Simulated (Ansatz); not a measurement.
# The perfect W wire along [111], 10 atoms a period, part 2 of 2

Aim: is the W wire along [111], 10 atoms a period a metal or a semiconductor?

Ansatz 0.2.0; DFT PBE, plane waves, PAW; relaxation of a wire's period; PAW set soft_1 (the session's first sound run).

So far: Set-up; Relaxing the period.

### Step 2. Relaxing the period (continued)

Relaxation path:

| step | energy less that of the first step (eV) | largest force component (eV/Å) | pressure (GPa) | volume (Å³) |
| --- | --- | --- | --- | --- |
| 1 | 0.0000 | 1.8527 | -6.46 | 492.75 |
| 2 | -0.5673 | 2.0980 | 4.19 | 475.76 |
| 3 | -0.7638 | 0.9377 | 2.37 | 478.12 |
| 4 | -1.0483 | 0.1629 | -0.52 | 480.62 |
| 5 | -1.0625 | 0.0554 | -0.05 | 479.91 |
| 6 | -1.0634 | 0.0338 | -0.02 | 480.34 |
| 7 | -1.0637 | 0.0054 | -0.03 | 480.34 |
| 8* | -1.0617 | 0.0055 | -0.03 | 480.34 |

Relaxation steps marked * repeat the geometry before them on a plane-wave basis chosen anew for their cell, so energy and pressure can jump there.

Forces are held to the 2 operations that the run works with; a distortion that breaks them can't arise in this run.

| cell as run | before | after | change |
| --- | --- | --- | --- |
| c (Å) | 2.745 | 2.676 | -2.5 % |

The atoms that moved most (Å, along periodic axes as changes of fractional coordinates times the final cell, across vacuum about the mean position):

| atom | dx | dy | dz | length |
| --- | --- | --- | --- | --- |
| W6 | -0.128 | -0.048 | -0.088 | 0.162 |
| W3 | 0.128 | 0.048 | 0.088 | 0.162 |
| W10 | -0.088 | 0.058 | -0.021 | 0.107 |
| W7 | 0.088 | -0.058 | 0.021 | 0.107 |
| W8 | 0.035 | 0.093 | 0.021 | 0.101 |
| W2 | -0.035 | -0.093 | -0.021 | 0.101 |
| W4 | 0.012 | -0.049 | 0.001 | 0.050 |
| W5 | -0.012 | 0.049 | -0.001 | 0.050 |

Numbers from this step:

* energy at zero smearing: -103842.7002 eV
* cell length along the wire: 2.676 Å

The cell's length comes to 2.676 Å with spin left out.

### Step 3. The perfect wire

This step: DFT PBE, plane waves, PAW; bands of a perfect wire; PAW set soft_1 (Ansatz 0.2.0).

At the relaxed period the bands are computed along the axis; those that cross an energy going forward count the channels that a perfect wire would open there.

The input, input.yaml:

```yaml
crystal:
  lattice:
    - [13.525, 0.0, 0.0]
    - [0.0, 13.271, 0.0]
    - [0.0, 0.0, 2.6761545816]
  atoms:
    - { symbol: W, position: [0.416096582, 0.449965762, 0.010038338] }
    - { symbol: W, position: [0.580274692, 0.736794894, 0.992262207] }
    - { symbol: W, position: [0.26082042, 0.357318985, 0.366388776] }
    - { symbol: W, position: [0.41797888, 0.642600386, 0.333696605] }
    - { symbol: W, position: [0.581990473, 0.357399614, 0.332970061] }
    - { symbol: W, position: [0.739148933, 0.642681015, 0.300277891] }
    - { symbol: W, position: [0.257879301, 0.544417045, 0.6746907] }
    - { symbol: W, position: [0.41969466, 0.263205106, 0.674404459] }
    - { symbol: W, position: [0.583872771, 0.550034238, 0.656628329] }
    - { symbol: W, position: [0.742090052, 0.455582955, 0.991975967] }
kpoints:
  mp_grid: { grid: [1, 1, 30] }
  band_path: { path: ["Γ", Z], npoints: 90 }
scf:
  occupations: { method: fermi_dirac, width: 0.05 }
hamiltonian:
  xc: pbe
  pseudopotentials: { kind: paw, azcp: { folder: soft_1 } }
output:
  dos: { e_range: [-5, 4] }
  write_potential: true
  write_density: true
  volumetric_format: npy
```

On the command line:

```console
$ ansatz run input.yaml --threads 4 --pin off --max-ram 16384MiB --backend cpu --events-out ev --progress --plain --runs-dir out
```

Numbers of over 12 decimals in the logs are rounded to 6 here.

Output:

```text
[...]
Crystal: 10 atoms, lattice volume = 480.344 Å³
Basis set: ecut = 420 eV, 9449 PW (Γ)
Bands: 84, of which v1, the nominal top of the filled ones, is band 70 counted from 1 (69 counted from 0)
Symmetry: 2 space group operations
[...]
k-points: 16 of 30
[...]
SCF iter   1: F=—  HF=-103850.852235 eV  |F-HF|=—  |Δ(HF+E_count)|=         —  Δρ=4.53e-2  dr2=5.52e1  ethr=3.10e-3  ⟨swp⟩=9.8  Hψ=6563  notcnv=0
[...]
SCF iter  11: F=-103842.744294 eV  HF=-103842.744294 eV  |F-HF|=8.44e-9  |Δ(HF+E_count)|=   2.83e-8  Δρ=1.69e-6  dr2=2.49e-8  ethr=7.14e-11  ⟨swp⟩=12.4  Hψ=4537  notcnv=0
SCF 1 converged in 11 iterations: F = -103842.744294 eV  dr2 = 2.49e-8
[...]
NSCF: frozen V_eff on 91 k-points
WARN: The output density's exchange-correlation potential varies sharply where the density is thin. Do not read a vacuum level from v_tot or v_xc, or from such a field of the output density. On a cell that repeats whose density bears no net charge and no dipole along the vacuum's axis use v_es (v_loc + v_h of the components); under efield.dipole_correction with no amplitude use v_es + v_field, which holds any externa [...]
SCF converged after 11 iterations
Free energy (F): -103842.744294 eV
[...]
Internal energy: -103842.656037 eV  (E = F + TS)
E sigma→0 (E₀):  -103842.700165 eV
Entropy (-TS):   -0.088257 eV (-8.826 meV/atom)
Fermi energy:    4.596226 eV
[...]
--- Band table (eV; the first three rows and the last of 16) ---
  k-point 0: bands = [... 66 lower, 3.7235, 4.0118, 4.1532, 4.3744, 4.7962, 4.9883, 5.0583, 5.1110, ... 10 higher]
  k-point 1: bands = [... 66 lower, 3.7229, 3.9710, 4.1609, 4.3657, 4.7712, 4.9165, 5.0166, 5.1098, ... 10 higher]
  k-point 2: bands = [... 66 lower, 3.7173, 3.8743, 4.1504, 4.3386, 4.6986, 4.7396, 4.9126, 5.0792, ... 10 higher]
  k-point 15: bands = [... 66 lower, 4.8462, 4.8721, 4.9259, 5.0842, 5.3990, 5.4761, 5.6691, 6.0099, ... 10 higher]
```

Elapsed: 46 s, on 4 threads of Intel Xeon Platinum 8488C (Sapphire Rapids), shared host; peak memory 2.2 GiB; 2.9 min of CPU time.

The column dr2 measures how far the density is from self-consistency, as an energy; F and HF (Harris–Foulkes) agree once it is small.

Numbers from this step:

```
band gap : 0 eV
```

The electronic bands at the labelled points (eV, zero at the Fermi level):

| point | band 67 | band 68 | band 69 | band 70 | band 71 | band 72 | band 73 | band 74 |
| --- | --- | --- | --- | --- | --- | --- | --- | --- |
| Γ | -0.87 | -0.58 | -0.44 | -0.22 | 0.20 | 0.39 | 0.46 | 0.51 |
| halfway | -1.00 | -0.77 | -0.70 | -0.43 | -0.35 | -0.28 | 0.00 | 0.23 |
| Z | 0.25 | 0.28 | 0.33 | 0.49 | 0.80 | 0.88 | 1.07 | 1.41 |

Between Γ and Z the bands cross the Fermi level 13 times, so a perfect wire would conduct at least 13 G₀, with spin left out.

### Step 4. Results

| Property | Result |
| --- | --- |
| cell length, PBE | 2.676 Å |
| ballistic conductance by band crossings, a lower bound, PBE | 13 G₀ |

What this shows: Under PBE the cell's length is 2.68 Å, and the bands cross the Fermi level 13 times between Γ and Z, which gives a perfect wire at least 13 G₀ (opposite crossings within one step of the path cancel in such a count). No spin was allowed, though thin wires with open d shells can turn magnetic. Spin-orbit coupling is left out, which matters for the bands of heavy atoms.

[Logs are printed without paths, hosts, clocks, repeated set-up lines and the standing remarks that a program may print on its own settings, such as how far it seeks lower states.]

[Hosts, paths, dates, database ids (printed as entryN), source tags and the programs' standing remarks are cut or masked in the printed files.]
